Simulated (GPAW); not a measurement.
# linear Os chain, spacing 2.823 A: cost and accuracy of the smearing

Aim: see how far moments and order energies of linear Os chain, spacing 2.823 A move with the smearing, and what each rung costs.

Calculated with GPAW 26.7.0; LDA; plane waves with GPAW's PAW setups, scalar-relativistic.

This is a report of a sequence of runs, with most program output left out.

**1. Set-up**

The cell holds 1 atom: 1 Os. Its edges and angles: a = 12.000 Å, b = 12.000 Å, c = 2.823 Å, α = 90.0°, β = 90.0°, γ = 90.0°. model lattice. Vacuum lies along a and b. The structure's axis is c.

**2. Rung 1 (width 0.4 eV), start ferro +**

A wide smearing converges easily but acts like a high temperature on the moments; each rung narrows it.

File order1.py:

```python
import json
import numpy as np
from ase import Atoms
from ase.parallel import paropen, parprint
from gpaw import GPAW

atoms = Atoms(['Os'],
    cell=[[12.0, 0.0, 0.0],
         [0.0, 12.0, 0.0],
         [0.0, 0.0, 2.823]],
    scaled_positions=[[0.5, 0.5, 0.0]],
    pbc=True,
    magmoms=[1.0])
atoms.calc = GPAW(mode={'name': 'pw', 'ecut': 550},
    xc='LDA',
    kpts={'size': (1, 1, 10), 'gamma': True},
    occupations={'name': 'fermi-dirac', 'width': 0.4},
    convergence={'density': 1e-05, 'energy': 1e-05},
    maxiter=200,
    txt='order1.txt')
e = atoms.get_potential_energy(force_consistent=True)
res = {'free_energy': e, 'energy_sigma0': atoms.get_potential_energy(), 'fermi_energy': atoms.calc.get_fermi_level()}
res['moments'] = atoms.get_magnetic_moments().tolist()
res['total'] = atoms.get_magnetic_moment()
parprint('site moments (muB):', np.round(res['moments'], 3))
parprint(f"total moment: {res['total']:.3f} muB")
parprint(f'free energy: {e:.6f} eV')
atoms.calc.write('order1.gpw')
with paropen('results.json', 'w') as f:
    json.dump(res, f)
```

The run is started by

```
$ OMP_NUM_THREADS=1 python3 order1.py > order1.log
```

Run time: 45 s. Hardware: 1 MPI rank of Intel Xeon Platinum 8488C (Sapphire Rapids), shared host; peak memory 0.34 GiB.

Numbers from this step:

| Item | Value |
| --- | --- |
| magnetization | 1.602 μB |
| final state | ferromagnetic |
| largest moment | 1.256 μB |

After 16 cycles the largest moment stands at 1.26 μB.

**3. Rung 1 (width 0.4 eV), start antiferro q=(0,0,1/2) +-**

The second start gives the energy difference between the two end states, the quantity that is followed up the ladder. Its q is in fractions of the reciprocal vectors of the first run's cell.

order2.py is the script of step 2 with these lines changed:

```diff
@@ -6,12 +6,13 @@
 
-atoms = Atoms(['Os'],
+atoms = Atoms(['Os', 'Os'],
     cell=[[12.0, 0.0, 0.0],
          [0.0, 12.0, 0.0],
-         [0.0, 0.0, 2.823]],
-    scaled_positions=[[0.5, 0.5, 0.0]],
+         [0.0, 0.0, 5.646]],
+    scaled_positions=[[0.5, 0.5, 0.0],
+         [0.5, 0.5, 0.5]],
     pbc=True,
-    magmoms=[1.0])
+    magmoms=[1.0, -1.0])
 atoms.calc = GPAW(mode={'name': 'pw', 'ecut': 550},
     xc='LDA',
-    kpts={'size': (1, 1, 10), 'gamma': True},
+    kpts={'size': (1, 1, 5), 'gamma': True},
     occupations={'name': 'fermi-dirac', 'width': 0.4},
@@ -19,3 +20,3 @@
     maxiter=200,
-    txt='order1.txt')
+    txt='order2.txt')
 e = atoms.get_potential_energy(force_consistent=True)
@@ -27,3 +28,3 @@
 parprint(f'free energy: {e:.6f} eV')
-atoms.calc.write('order1.gpw')
+atoms.calc.write('order2.gpw')
 with paropen('results.json', 'w') as f:
```

The run is started by

```
$ OMP_NUM_THREADS=1 python3 order2.py > order2.log
```

It took 2.3 min on 1 MPI rank; peak memory 0.56 GiB.

Read from the output:

| Item | Value |
| --- | --- |
| magnetization | 0 μB |
| final state | antiferromagnetic |
| largest moment | 1.581 μB |

This start lies -27.2 meV a seeded atom from the first; its largest moment is 1.58 μB.

**4. Rung 2 (width 0.2 eV), start ferro +**

order1.py is the script of step 2 with these lines changed:

```diff
@@ -16,3 +16,3 @@
     kpts={'size': (1, 1, 10), 'gamma': True},
-    occupations={'name': 'fermi-dirac', 'width': 0.4},
+    occupations={'name': 'fermi-dirac', 'width': 0.2},
     convergence={'density': 1e-05, 'energy': 1e-05},
```

The run is started by

```
$ OMP_NUM_THREADS=1 python3 order1.py > order1.log
```

It took 60 s on 1 MPI rank; peak memory 0.34 GiB.

This step gave:

- magnetization: 2.774 μB
- final state: ferromagnetic
- largest moment: 2.196 μB

The largest moment moves by +0.94 μB from rung 1, at 1.4 times its CPU time.

**5. Rung 2 (width 0.2 eV), start antiferro q=(0,0,1/2) +-**

order2.py is the script of step 3 with these lines changed:

```diff
@@ -17,3 +17,3 @@
     kpts={'size': (1, 1, 5), 'gamma': True},
-    occupations={'name': 'fermi-dirac', 'width': 0.4},
+    occupations={'name': 'fermi-dirac', 'width': 0.2},
     convergence={'density': 1e-05, 'energy': 1e-05},
```

The run is started by

```
$ OMP_NUM_THREADS=1 python3 order2.py > order2.log
```

Elapsed: 83 s, on 1 MPI rank; peak memory 0.55 GiB.

This step gave:

```yaml
magnetization: 0 μB
final_state: antiferromagnetic
largest_moment: 2.045 μB
```

This start lies -11.6 meV a seeded atom from the first, a change of +15.6 meV since rung 1; its largest moment is 2.05 μB.

**6. Rung 3 (width 0.1 eV), start ferro +**

order1.py is the script of step 4 with these lines changed:

```diff
@@ -16,3 +16,3 @@
     kpts={'size': (1, 1, 10), 'gamma': True},
-    occupations={'name': 'fermi-dirac', 'width': 0.2},
+    occupations={'name': 'fermi-dirac', 'width': 0.1},
     convergence={'density': 1e-05, 'energy': 1e-05},
```

The run is started by

```
$ OMP_NUM_THREADS=1 python3 order1.py > order1.log
```

The job ended after 49 s (1 MPI rank; peak memory 0.34 GiB).

This step gave:

```yaml
magnetization: 2.991 μB
final_state: ferromagnetic
largest_moment: 2.397 μB
```

The largest moment moves by +0.20 μB from rung 2, at 0.80 times its CPU time.

**7. Rung 3 (width 0.1 eV), start antiferro q=(0,0,1/2) +-**

order2.py is the script of step 5 with these lines changed:

```diff
@@ -17,3 +17,3 @@
     kpts={'size': (1, 1, 5), 'gamma': True},
-    occupations={'name': 'fermi-dirac', 'width': 0.2},
+    occupations={'name': 'fermi-dirac', 'width': 0.1},
     convergence={'density': 1e-05, 'energy': 1e-05},
```

The run is started by

```
$ OMP_NUM_THREADS=1 python3 order2.py > order2.log
```

The job ended after 2 min (1 MPI rank; peak memory 0.56 GiB).

This step gave:

| Item | Value |
| --- | --- |
| magnetization | 0 μB |
| final state | antiferromagnetic |
| largest moment | 2.040 μB |

This start lies +45.2 meV a seeded atom from the first, a change of +56.8 meV since rung 2; its largest moment is 2.04 μB.

**8. Rung 4 (width 0.05 eV), start ferro +**

order1.py is the script of step 6 with these lines changed:

```diff
@@ -16,3 +16,3 @@
     kpts={'size': (1, 1, 10), 'gamma': True},
-    occupations={'name': 'fermi-dirac', 'width': 0.1},
+    occupations={'name': 'fermi-dirac', 'width': 0.05},
     convergence={'density': 1e-05, 'energy': 1e-05},
```

The run is started by

```
$ OMP_NUM_THREADS=1 python3 order1.py > order1.log
```

Run time: 47 s. Hardware: 1 MPI rank; peak memory 0.34 GiB.

Numbers from this step:

* magnetization: 3.015 μB
* final state: ferromagnetic
* largest moment: 2.430 μB

The largest moment moves by +0.03 μB from rung 3, at 0.97 times its CPU time.

**9. Rung 4 (width 0.05 eV), start antiferro q=(0,0,1/2) +-**

order2.py is the script of step 7 with these lines changed:

```diff
@@ -17,3 +17,3 @@
     kpts={'size': (1, 1, 5), 'gamma': True},
-    occupations={'name': 'fermi-dirac', 'width': 0.1},
+    occupations={'name': 'fermi-dirac', 'width': 0.05},
     convergence={'density': 1e-05, 'energy': 1e-05},
```

The run is started by

```
$ OMP_NUM_THREADS=1 python3 order2.py > order2.log
```

Run time: 82 s. Hardware: 1 MPI rank; peak memory 0.55 GiB.

Read from the output:

| Property | Result |
| --- | --- |
| magnetization | 0 μB |
| final state | antiferromagnetic |
| largest moment | 2.033 μB |

This start lies +83.2 meV a seeded atom from the first, a change of +38.0 meV since rung 3; its largest moment is 2.03 μB.

**10. Rung 5 (width 0.02 eV), start ferro +**

order1.py is the script of step 8 with these lines changed:

```diff
@@ -16,3 +16,3 @@
     kpts={'size': (1, 1, 10), 'gamma': True},
-    occupations={'name': 'fermi-dirac', 'width': 0.05},
+    occupations={'name': 'fermi-dirac', 'width': 0.02},
     convergence={'density': 1e-05, 'energy': 1e-05},
```

The run is started by

```
$ OMP_NUM_THREADS=1 python3 order1.py > order1.log
```

Elapsed: 50 s, on 1 MPI rank; peak memory 0.35 GiB.

This step gave:

```yaml
magnetization: 3.000 μB
final_state: ferromagnetic
largest_moment: 2.423 μB
```

The largest moment moves by -0.01 μB from rung 4, at 1.1 times its CPU time.

**11. Rung 5 (width 0.02 eV), start antiferro q=(0,0,1/2) +-**

order2.py is the script of step 9 with these lines changed:

```diff
@@ -17,3 +17,3 @@
     kpts={'size': (1, 1, 5), 'gamma': True},
-    occupations={'name': 'fermi-dirac', 'width': 0.05},
+    occupations={'name': 'fermi-dirac', 'width': 0.02},
     convergence={'density': 1e-05, 'energy': 1e-05},
```

The run is started by

```
$ OMP_NUM_THREADS=1 python3 order2.py > order2.log
```

It took 2.1 min on 1 MPI rank; peak memory 0.56 GiB.

Read from the output:

```
magnetization  : 0 μB
final state    : antiferromagnetic
largest moment : 2.029 μB
```

This start lies +106.0 meV a seeded atom from the first, a change of +22.8 meV since rung 4; its largest moment is 2.03 μB.

**12. A faulty input**

A slip in the input shows what the program catches and what it lets pass.

File run.py:

```python
import json
import numpy as np
from ase import Atoms
from ase.parallel import paropen, parprint
from gpaw import GPAW

atoms = Atoms(['Os'],
    cell=[[12.0, 0.0, 0.0],
         [0.0, 12.0, 0.0],
         [0.0, 0.0, 2.823]],
    scaled_positions=[[0.5, 0.5, 0.0]],
    pbc=True,
    magmoms=[1.0])
atoms.calc = GPAW(mode={'name': 'pw', 'ecut': 550},
    xc='PBE96',
    kpts={'size': (1, 1, 10), 'gamma': True},
    occupations={'name': 'fermi-dirac', 'width': 0.1},
    convergence={'density': 1e-05, 'energy': 1e-05},
    maxiter=50,
    txt='run.txt')
e = atoms.get_potential_energy(force_consistent=True)
res = {'free_energy': e, 'energy_sigma0': atoms.get_potential_energy(), 'fermi_energy': atoms.calc.get_fermi_level()}
res['moments'] = atoms.get_magnetic_moments().tolist()
res['total'] = atoms.get_magnetic_moment()
parprint('site moments (muB):', np.round(res['moments'], 3))
parprint(f"total moment: {res['total']:.3f} muB")
parprint(f'free energy: {e:.6f} eV')
atoms.calc.write('run.gpw')
with paropen('results.json', 'w') as f:
    json.dump(res, f)
```

The run is started by

```
$ OMP_NUM_THREADS=1 python3 run.py > run.log
```

Run time: 1.8 s. Hardware: 1 MPI rank; peak memory 0.1 GiB.

The program refused the input before any cycle.

The program's message: “NameError: Unknown functional: PBE96.”

The fault put into the input: an unknown functional.

The functional must be one that the program lists.

**13. Side by side**

Ladder, by row:

| rung | smearing (eV) | state from the first start | state from the second start | second less first (meV a seeded atom) | moment, first (μB) | moment, second (μB) | CPU time (s) |
| --- | --- | --- | --- | --- | --- | --- | --- |
| 1 | 0.4 | ferromagnetic | antiferromagnetic | -27.23 | 1.256 | 1.581 | 182.5 |
| 2 | 0.2 | ferromagnetic | antiferromagnetic | -11.65 | 2.196 | 2.045 | 143.6 |
| 3 | 0.1 | ferromagnetic | antiferromagnetic | 45.2 | 2.397 | 2.04 | 168.2 |
| 4 | 0.05 | ferromagnetic | antiferromagnetic | 83.19 | 2.43 | 2.033 | 128.6 |
| 5 | 0.02 | ferromagnetic | antiferromagnetic | 106 | 2.423 | 2.029 | 173.7 |

**14. Outcome**

```json
{
 "range of the moment in the table, first start": "1.26 to 2.43 μB",
 "range of CPU time": "2.1 min to 3 min",
 "range of the energy difference": "-27.2 to 106 meV a seeded atom"
}
```

In words: Only the last rung can serve as the reference, and the rung before it is still 23 meV away, so convergence is not shown. The sign of the difference changes along the ladder, so the order that comes out lowest hangs on the rung. The mesh stays the same, and a narrow smearing needs a finer one, so the last rung is no sure reference.

[Logs and program files are shortened in this print: banners, set-up blocks, solver, clock and traceback lines can be left out without a mark of their own.]

[Logs are printed without paths, hosts, clocks, repeated set-up lines and the standing remarks that a program may print on its own settings, such as how far it seeks lower states.]

[Hosts, paths, dates, database ids (printed as entryN), source tags and the programs' standing remarks are cut or masked in the printed files.]

[Where a cell is said to come from a database of computed structures, the database is the Materials Project.]
